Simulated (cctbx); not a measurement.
# Lattice, Laue class and space group of a new crystal

Cell: a = 7.1560 Å, b = 7.1560 Å, c = 7.3150 Å, α = 90.00°, β = 90.00°, γ = 90.00°. Expected content of the cell: W8 Se8.

The data are simulated with cctbx, not measured: Mo Kα, λ = 0.71073 Å, to d = 0.84 Å, 70 % of the full sphere, strongest reflection 70000 counts, noise from counting, a 6 % proportional error and a noise floor of 4 counts (s.d.); no absorption, some extinction.

Tests on the unmerged data give:

```text
1840 reflections to d = 0.843 A
centring   violations  <I/sigma> of those
    A        857 of   910     13.4
    B        870 of   934     13.2
    C        867 of   918     13.6
    I        827 of   915     12.8
    R       1153 of  1234     13.3
    F       1297 of  1381     13.4
Laue class    unique    Rint  (classes that these axes allow; Friedel mates merged)
P -1             1202   0.037
P 1 2/m 1         704   0.275
P 1 1 2/m         702   0.040
P 2/m 1 1         700   0.273
P m m m           416   0.279
P 4/m             360   0.046
P 4/m m m         232   0.284
space group    extra absences  I>4sigma  <I/sigma>
P 4                     0          0         -  acentric
P 42                    6          0      -0.0  acentric
P -4                    0          0         -  acentric
P 4/m                   0          0         -  centric
P 42/m                  6          0      -0.0  centric
Wilson B = 0.89 A^2   <|E^2-1|> = 0.877 (0.968 centric, 0.736 acentric)   E^2>4: 1.4 %
shell (A)         n   <I/sigma>
 7.32 - 1.68     53     23.5
 1.68 - 1.34     44     27.5
 1.34 - 1.17     44     29.9
 1.17 - 1.06     47     26.7
 1.06 - 0.99     43     29.3
 0.99 - 0.93     42     23.5
 0.93 - 0.88     44     26.1
 0.88 - 0.84     43     29.5
```

**Question.** What are the lattice type, the Laue class and the likely space group?

Every centring test has many violations, so the lattice is primitive.

Rint stays low (0.037 to 0.046) up to P 4/m and is 0.273 or more in the other classes.

5 settings pass the absence test. The most absences obeyed, 6, belong to P 42 and P 42/m, which absences can't tell apart.

⟨|E²−1|⟩ = 0.877 lies between the two ideal values. The Wilson B of 0.89 Å² means U ≈ 0.0113 Å².

The true group is P4_2/m (no. 84), Laue class 4/m, centrosymmetric. The tables only narrow the choice to the tied entries; cell content, site symmetry and trial solutions must settle it.

The model is made up (kin elements in a known structure type, no relaxation), so it says nothing on whether the phase exists.

[Logs are printed without paths, hosts, clocks, repeated set-up lines and the standing remarks that a program may print on its own settings, such as how far it seeks lower states.]
